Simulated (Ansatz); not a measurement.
# Relaxing a frame of liquid (Cs,Rb)F from 1000 K (78 atoms), part 2 of 2

Wanted: the relaxed structure of a frame of liquid (Cs,Rb)F from 1000 K (78 atoms) and its electronic structure.

Ansatz 0.2.0; Kohn-Sham DFT, PBE, PAW (set soft_2), plane waves.

The cell: 20 Cs, 19 Rb and 39 F. The network of bonds at the start is that of the classical potential that made the cell. The ion parameters were fitted for water, not for melts. Only the Γ point is sampled, in a cell whose shortest periodic width is 13 Å. The levels lack spin–orbit coupling.

So far. Step 3 (Relaxation): The relaxation changed the energy by -104 meV/atom, and atoms moved by 0.86 Å r.m.s., 1.5 Å at most.

### Step 4. Local order after relaxation

Bonds before and after, by the cutoffs listed below:

```csv
pair,bonds before,bonds after,mean before (Å),mean after (Å),spread before (Å),spread after (Å)
F-Cs,108,105,3.062,3.060,0.382,0.223
F-Rb,91,97,2.963,2.886,0.239,0.165
```

Density 3.60 g/cm³, 29.74 Å³ an atom.

Pair distribution functions g(r), in bins of 0.2 Å:

```csv
r (Å),total,F-F,F-Cs,F-Rb,Cs-Cs,Cs-Rb,Rb-Rb
2.60,0.26,0.00,0.00,1.06,0.00,0.00,0.00
2.80,2.96,0.00,2.92,9.07,0.00,0.00,0.00
3.00,2.79,0.00,7.54,3.50,0.00,0.00,0.00
3.20,0.74,0.00,2.10,0.83,0.00,0.00,0.00
3.40,0.23,0.31,0.40,0.21,0.00,0.00,0.00
3.60,0.49,0.84,0.18,0.47,0.00,0.36,1.18
3.80,0.99,1.52,0.25,0.25,0.63,1.50,4.22
4.00,1.59,2.82,0.22,0.08,2.88,3.95,2.22
4.20,1.42,2.92,0.14,0.28,2.12,2.05,3.23
4.40,1.02,1.32,0.67,0.39,2.20,1.90,0.77
4.60,0.83,1.48,0.28,0.35,1.76,1.25,0.48
4.80,0.76,0.79,0.51,0.76,1.39,1.05,0.44
5.00,0.68,0.58,0.71,0.70,0.56,0.78,0.81
5.20,0.99,1.25,0.57,0.97,1.73,0.81,1.33
5.40,0.95,1.08,1.10,0.68,0.96,0.75,1.23
5.60,1.04,0.93,1.01,1.00,1.18,1.40,0.83
5.80,1.15,0.87,1.54,1.36,0.82,1.07,0.30
6.00,1.06,0.74,1.31,1.48,0.65,0.61,0.85
6.20,1.27,0.70,1.84,1.81,0.73,0.51,1.20
6.40,0.95,0.30,1.61,1.52,0.45,0.36,0.25
```

Bonds by pair of elements; cutoffs follow the first minimum of g(r), held within bounds set by covalent radii, and pairs that aren't listed don't count as bonded:

```csv
pair A-B,cutoff (Å),bonds,mean length (Å),spread (Å),shortest (Å),B about A,A about B
F-Cs,3.98,105,3.06,0.223,2.78,2.69,5.25
F-Rb,3.48,97,2.89,0.165,2.62,2.49,5.11
```

How many atoms have how many bonded neighbours:

```csv
element,mean,4,5,6
Cs,5.25,1,13,6
F,5.18,5,22,12
Rb,5.11,4,9,6
```

Bond angles, per cent of each kind in bins of 5°:

```csv
angle (°),F-Cs-F,Cs-F-Rb,F-Rb-F,Cs-F-Cs,Rb-F-Rb
60–65,0.4,0.0,0.0,0.0,0.0
65–70,2.6,0.5,0.5,1.7,0.0
70–75,5.8,2.3,2.5,5.2,5.2
75–80,8.4,7.3,8.8,10.3,7.3
80–85,10.2,13.8,8.8,5.2,14.6
85–90,14.2,13.8,19.6,17.2,17.7
90–95,9.7,12.4,13.7,10.3,12.5
95–100,4.4,6.9,9.3,7.8,10.4
100–105,6.2,5.1,2.9,4.3,4.2
105–110,3.1,4.6,2.9,5.2,5.2
110–115,2.6,0.9,2.5,4.3,1.0
115–120,3.1,4.6,2.9,3.5,0.0
120–125,4.9,2.8,2.0,0.9,0.0
125–130,3.1,1.8,2.9,4.3,6.2
130–135,4.4,4.1,2.5,2.6,1.0
135–140,2.2,1.4,1.0,1.7,3.1
140–145,1.8,3.2,1.5,3.5,0.0
145–150,3.1,2.3,3.4,0.9,0.0
150–155,2.6,2.8,1.5,1.7,1.0
155–160,1.3,1.8,1.0,1.7,4.2
160–165,2.2,1.8,2.5,1.7,2.1
165–170,2.6,2.3,3.4,3.5,1.0
170–175,0.9,3.7,2.9,2.6,3.1
175–180,0.0,0.0,1.0,0.0,0.0
```

Bond angles (no mean is given where the spread exceeds 20°):

```csv
angle,count,mean (°),spread (°)
F-Cs-F,226,-,-
Cs-F-Rb,218,-,-
F-Rb-F,204,-,-
Cs-F-Cs,116,-,-
Rb-F-Rb,96,-,-
```

Bond length by coordination (bonds to H left out):

```csv
element,coordination,atoms,mean bond length (Å)
Cs,4,1,2.93
Cs,5,13,3.01
Cs,6,6,3.16
F,4,5,2.81
F,5,22,2.96
F,6,12,3.05
Rb,4,4,2.78
Rb,5,9,2.87
Rb,6,6,2.95
```

For some of the pairs, g(r) has its first main peak near 4.1 Å (F-F), 3.0 Å (F-Cs), 2.8 Å (F-Rb), 4.1 Å (Cs-Cs), 4.0 Å (Cs-Rb) and 3.8 Å (Rb-Rb). Counting bonds as in the table, 65 % of Cs atoms have 5, 56 % of F atoms have 5 and 47 % of Rb atoms have 5 bonded neighbours.

### Step 5. Single point at the relaxed geometry

One more single point at the end of the walk gives the fuller output and checks the residual forces.

input.yaml reads:

```yaml
crystal:
  lattice:
    - [13.23787, 0.0, 0.0]
    - [0.0, 13.23787, 0.0]
    - [0.0, 0.0, 13.23787]
  atoms:
    - { symbol: Cs, position: [0.5466, 0.26552, 0.46941] }
    - { symbol: Cs, position: [0.07242, 0.04187, 0.74304] }
    - { symbol: Cs, position: [0.25495, 0.08077, 0.49958] }
    - { symbol: Cs, position: [0.04995, 0.55702, 0.70579] }
    [... 68 atom lines left out ...]
    - { symbol: F, position: [0.67632, 0.83475, 0.39339] }
    - { symbol: F, position: [0.34385, 0.29829, 0.06238] }
    - { symbol: F, position: [0.9638, 0.37089, 0.37366] }
    - { symbol: F, position: [0.71388, 0.01499, 0.0984] }
    - { symbol: F, position: [0.46795, 0.95228, 0.21614] }
    - { symbol: F, position: [0.18204, 0.17065, 0.3176] }
kpoints:
  mp_grid: { grid: [1, 1, 1] }
hamiltonian:
  xc: pbe
scf:
  occupations: { method: fixed }
output:
  forces: true
  stress: true
  populations: true
  dos:
    method: { smearing: { sigma: 0.15 } }
    de: 0.1
    projected: { site_lists: { Cs: [Cs], F: [F], Rb: [Rb] } }
  eigenvalues: true
  write_density: true
  write_potential: true
  volumetric_format: npy
```

Launch:

```
ansatz run input.yaml --threads 4 --pin off --max-ram 8192MiB --backend cpu --events-out ev --progress --plain --runs-dir out
```

Numbers of over 12 decimals in the logs are rounded to 6 here.

What it wrote:

```text
[...]
Crystal: 78 atoms, lattice volume = 2319.820 Å³
Basis set: ecut = 420 eV, 45385 PW (Γ), exchange–correlation on 180×180×180 points (8 copies of the dense FFT grid, shifted against one another)
Bands: 390, of which v1, the nominal top of the filled ones, is band 312 counted from 1 (311 counted from 0)
Symmetry: 1 space group operations
[...]
k-points: 1
[...]
SCF iter   1: F=—  HF=-207112.793894 eV  |F-HF|=—  |Δ(HF+E_count)|=         —  Δρ=1.01e-3  dr2=6.17e-2  ethr=1.77e-3  ⟨swp⟩=5.0  Hψ=1378  notcnv=0  defer=75
[...]
SCF iter   9: F=-207112.772064 eV  HF=-207112.772064 eV  |F-HF|=3.09e-8  |Δ(HF+E_count)|=   4.18e-8  Δρ=1.73e-6  dr2=4.74e-8  ethr=1.60e-11  ⟨swp⟩=23.0  Hψ=3804  notcnv=0
SCF 1 converged in 9 iterations: F = -207112.772064 eV  dr2 = 4.74e-8
[...]
WARN: The input density's exchange-correlation potential varies sharply where the density is thin. Do not read a vacuum level from v_tot or v_xc, or from such a field of the output density. On a cell that repeats whose density bears no net charge and no dipole along the vacuum's axis use v_es (v_loc + v_h of the components); [...]
SCF converged after 9 iterations
Free energy (F): -207112.772064 eV
[...]
Internal energy: -207112.772064 eV  (E = F + TS)
E sigma→0 (E₀):  -207112.772064 eV
Fermi energy:    1.366800 eV
[...]
--- Forces (eV/Å), atoms counted from 1 ---
  atom   1  Cs     0.00177715    -0.01278481    -0.00678462
  atom   2  Cs     0.00607800    -0.01797659     0.00037171
  atom   3  Cs     0.01510193     0.00126610     0.00876252
  atom   4  Cs    -0.01213963     0.01541904     0.00886798
  atom   5  Cs    -0.03445614     0.00545755    -0.03983273
  atom   6  Cs     0.02032789    -0.00482888     0.01084789
  atom   7  Cs     0.00021416    -0.02510513    -0.00069688
  atom   8  Cs     0.01210748    -0.00863751    -0.01025208
  atom   9  Cs    -0.00466030     0.01618299     0.00089919
  atom  10  Cs     0.00249701     0.01327734     0.00896628
  atom  11  Cs     0.00736832     0.00295279     0.01439239
  atom  12  Cs     0.01137209     0.00555775     0.00130421
  atom  13  Cs     0.00569675     0.01948927    -0.00409113
  atom  14  Cs     0.03077880     0.00543432    -0.01454403
[...]
atom  77  F      0.00956852     0.00093315     0.00034723
  atom  78  F      0.00767455    -0.00173701    -0.00997470
  max |Σ_I F_I| component: 2.33e-5 eV/Å
--- Stress (GPa, compression-positive) ---
       -0.134748       0.197650       0.369509
        0.197650      -0.469977      -0.195802
        0.369509      -0.195802      -0.571854
  P = ⅓ Tr σ = -0.3922 GPa (-3.922 kbar)
--- Band table (eV) ---
[...]
--- Löwdin populations: 78 sites ---
  site symbol       q [e]
     0     Cs      8.0822
     1     Cs      8.0822
     2     Cs      8.0729
[...]
77      F      7.7914
  spilling = 0.006176 (of n_electrons = 624.000000)
```

Wall time 64 s (4 threads of Arm Neoverse N1, shared host); peak memory 2.7 GiB; 4.1 min of CPU time.

The program notes that the exchange-correlation potential is rough where the density is thin.

Numbers from this run:

```
free energy                                      : -207112.7721 eV
free energy per atom                             : -2655.2919 eV/atom
SCF cycles                                       : 9
pressure                                         : -0.3922 GPa
r.m.s. force component                           : 0.01313 eV/Å
longest force                                    : 0.05574 eV/Å
Fermi energy                                     : 1.367 eV
gap (highest filled to lowest empty level) : 4.57 eV
spilling of the projection                       : 0.006176
```

Löwdin charges by element and coordination (they lack the spilled electrons, 0.049 e an atom on average):

```csv
element,coordination,atoms,mean charge (e),spread,least,most
Cs,all,20,0.920,0.0055,0.908,0.928
Cs,4,1,0.924,0,0.924,0.924
Cs,5,13,0.92,0.0054,0.908,0.928
Cs,6,6,0.918,0.0055,0.910,0.926
F,all,39,-0.791,0.0023,-0.798,-0.786
F,4,5,-0.792,0.0014,-0.794,-0.790
F,5,22,-0.792,0.0023,-0.798,-0.787
F,6,12,-0.790,0.0016,-0.792,-0.786
Rb,all,19,0.859,0.0074,0.845,0.873
Rb,4,4,0.865,0.0046,0.861,0.873
Rb,5,9,0.859,0.0061,0.851,0.873
Rb,6,6,0.855,0.0077,0.845,0.870
```

States in the cell by windows of 1 eV, zero at the Fermi level; the larger projections on atomic orbitals stand beside the total:

```csv
from (eV),to (eV),total,F p,Cs p,Rb p
-10,-9,0.0,0.0,0.0,0.0
-9,-8,36.9,0.4,0.2,36.0
-8,-7,77.1,0.9,0.4,75.3
-7,-6,8.8,0.2,8.4,0.0
-6,-5,109.2,2.6,104.7,0.6
-5,-4,2.0,0.0,1.9,0.0
-4,-2,0.0,0.0,0.0,0.0
-2,-1,0.1,0.1,0.0,0.0
-1,0,223.4,213.3,2.7,1.2
0,1,10.5,10.0,0.3,0.1
1,4,0.0,0.0,0.0,0.0
4,5,2.0,0.0,0.0,0.0
```

With fixed occupations the program's Fermi level is the highest filled level; weight inside the gap is the broadening of levels at its edges.

Between -25 and -10 eV lie 156 more states.

The levels nearest the highest filled one (over half full), pooled over k-points and spins:

```csv
level less the highest filled one (eV),occupation
-0.068,2
-0.0579,2
-0.0351,2
-0.0291,2
-0.0178,2
0,2
4.57,0
5.41,0
5.57,0
5.72,0
5.77,0
5.95,0
```

Valence density in the bc plane at fractional x = 0.087, with atoms of Cs and Rb and F within 0.2 Å of it. It is the smooth field of the valence electrons, not physical close to the nuclei.

Ten steps, logarithmic in the rise over the least value, from '0' (0.00 × 1e0 e/Å³) to '9' (9.51 × 1e0 e/Å³), each cell a mean:
```
0014787420000000012211000000145665310
0025898520000000012321000000134554210
0013565310000000011210000000012222100
2222111000000000000000000000122110001
4554310000000000001122110001467521123
5445420000000000013444421012699841135
5445420000000110124555542002467531134
4554310000024553124555542000122210023
2221100000147996212344321000111100001
2110000000136885210111100013455420001
4431000000012332100000000025666641123
5531000000000111100000000025666641124
3210000000000123321000000013455421012
1100000000000134331000000000111100001
3210000000000123221000000001100001234
6531001000000001100000000112210012566
6631011101111000000000000112210013665
6421000123444310000000000011100002466
3200000135555431000000000000000000233
0000000245434531000000011100000000000
0000000134555431000001222210000000000
0000000012333210000001223210000000000
0000000000000000000000111110011221000
0001232100000000001100000000124554210
```
Columns run along b (13.2 Å), rows up along c (13.2 Å). Atoms in or near the plane, at fractional coordinates: Cs at (0.04, 0.74), Cs at (0.30, 0.19), Rb at (0.98, 0.31), Rb at (0.80, 0.53), F at (0.81, 0.76), F at (0.14, 0.94), F at (0.36, 0.62).

Electrostatic potential energy in the bc plane at fractional x = 0.087, with atoms of Cs and Rb and F within 0.2 Å of it. With pseudopotentials it is smooth inside the atoms' cores, unlike the true potential.

Values in eV, 13 rows by 16 columns, each cell a mean:
```
  8   0 -26   5   7   6   7   8   8   8   7   6   0 -26 -16   4
  5   6  -1   8   7   6   7   8   8   8   7   7   6   3   3   5
-15 -11   4   7   7   7   7   5   0   0   5   8  -3  -8   7  -2
-19 -18   2   7   8   9   8   1 -19 -20  -1   8  -4  -8   7  -7
 -2   0   5   7   9 -13 -10   4 -10 -11   3   6   5   5   7   5
  6   8   6   6   7   0   1   7   6   6   7   0 -25 -21   4   8
  5   8   7   6   6   6   3   4   6   8   7   1 -23 -19   4   8
  5   7   8   8   7   5  -1   0   5   6   7   7   5   5   6   3
-20   5   9   8   7   6   5   6   7   6   6   7   8   7  -3 -28
-15   5   8   4  -9  -8   5   8   8   7   6   7   8   7  -1 -23
  5   6   6  -5 -19 -20  -1   8   8   5   4   6   7   7   6   5
  7   7   7   3  -8  -7   4   6   6   3   1   5   7   6   6   7
  7   8   9   8   6   6   6   7   7   6   5   6   4  -7  -3   5
```
Columns run along b (13.2 Å; values clipped at the 3rd and 97th percentile), rows up along c (13.2 Å). Atoms in or near the plane, at fractional coordinates: Cs at (0.04, 0.74), Cs at (0.30, 0.19), Rb at (0.98, 0.31), Rb at (0.80, 0.53), F at (0.81, 0.76), F at (0.14, 0.94), F at (0.36, 0.62).

Mean Löwdin charges: Cs +0.92, F -0.79, Rb +0.86 e (they miss 0.62 % of the electrons, so they add up to more than the cell's charge).

A closer look about Rb39, which has 4 bonded neighbours where the commonest count for Rb is 5: 13 atoms, nearest first, numbered in the order of the input, with positions taken from that point.

```csv
atom,x,y,z,distance (Å),bonds,Löwdin charge (e)
Rb39,0.00,0.00,0.00,0.00,4,0.86
F77,1.52,-2.24,0.08,2.70,4,-0.79
F78,-2.27,0.66,1.42,2.76,4,-0.79
F47,-1.68,-1.83,-1.40,2.85,5,-0.79
F74,-0.13,2.34,-1.96,3.06,6,-0.79
F60,3.20,1.49,0.57,3.57,4,-0.79
Cs12,-0.80,0.00,-3.59,3.68,5,0.92
F53,1.60,-0.89,3.59,4.02,5,-0.79
Rb24,3.70,-1.22,1.11,4.05,6,0.85
Cs3,-1.30,-0.53,3.83,4.08,5,0.93
Rb34,0.61,4.07,0.15,4.12,5,0.86
Rb31,0.10,-3.98,-1.27,4.18,5,0.87
Rb23,-3.53,-1.88,1.29,4.20,6,0.85
```

The column of bonds counts only the pairs F-Cs within 3.98 Å, F-Rb within 3.48 Å; other neighbours, such as metal atoms beside each other in a compound, aren't counted, and periodic images can show an atom twice.

### Step 6. What came out

```json
{
 "energy change in the relaxation": "-104.2 meV/atom",
 "r.m.s. displacement": "0.862 Å",
 "largest displacement": "1.516 Å",
 "free energy per atom": "-2655.2919 eV/atom",
 "pressure": "-0.3922 GPa",
 "r.m.s. force component": "0.01313 eV/Å",
 "gap (highest filled to lowest empty level)": "4.57 eV",
 "wall time of the 3 DFT runs": "14 min"
}
```

What this shows: Relaxation lowers the energy by 104 meV/atom and moves atoms by 0.86 Å r.m.s.; the r.m.s. force component goes from 0.34 to 0.013 eV/Å, the pressure goes from 0.62 to -0.39 GPa, and the gap from 3.75 to 4.57 eV. By the final cutoffs 26 of 199 bonded pairs parted and 29 joined. From the first step to the last the energy fell by 8.127 eV, and the largest move was 1.52 Å (F76, with 2 other atoms within 2 % of it). The F-Rb bonds change most in mean length: from 2.963 Å (spread 0.239) to 2.886 Å (spread 0.165), and their number from 91 to 97. Counting bonds as in the table, 65 % of Cs atoms have 5, 56 % of F atoms have 5 and 47 % of Rb atoms have 5 bonded neighbours. The highest filled and lowest empty levels differ by 4.57 eV (at Γ alone); a semilocal functional tends to put such gaps too low. In a disordered cell it changes from sample to sample and from frame to frame.

**Limits.** The network of bonds at the start is that of the classical potential that made the cell; in DFT 26 of its 199 bonded pairs passed out of the cutoffs and 29 came within them.

[Logs are printed without paths, hosts, clocks, repeated set-up lines and the standing remarks that a program may print on its own settings, such as how far it seeks lower states.]

[Hosts, paths, dates, database ids (printed as entryN), source tags and the programs' standing remarks are cut or masked in the printed files.]
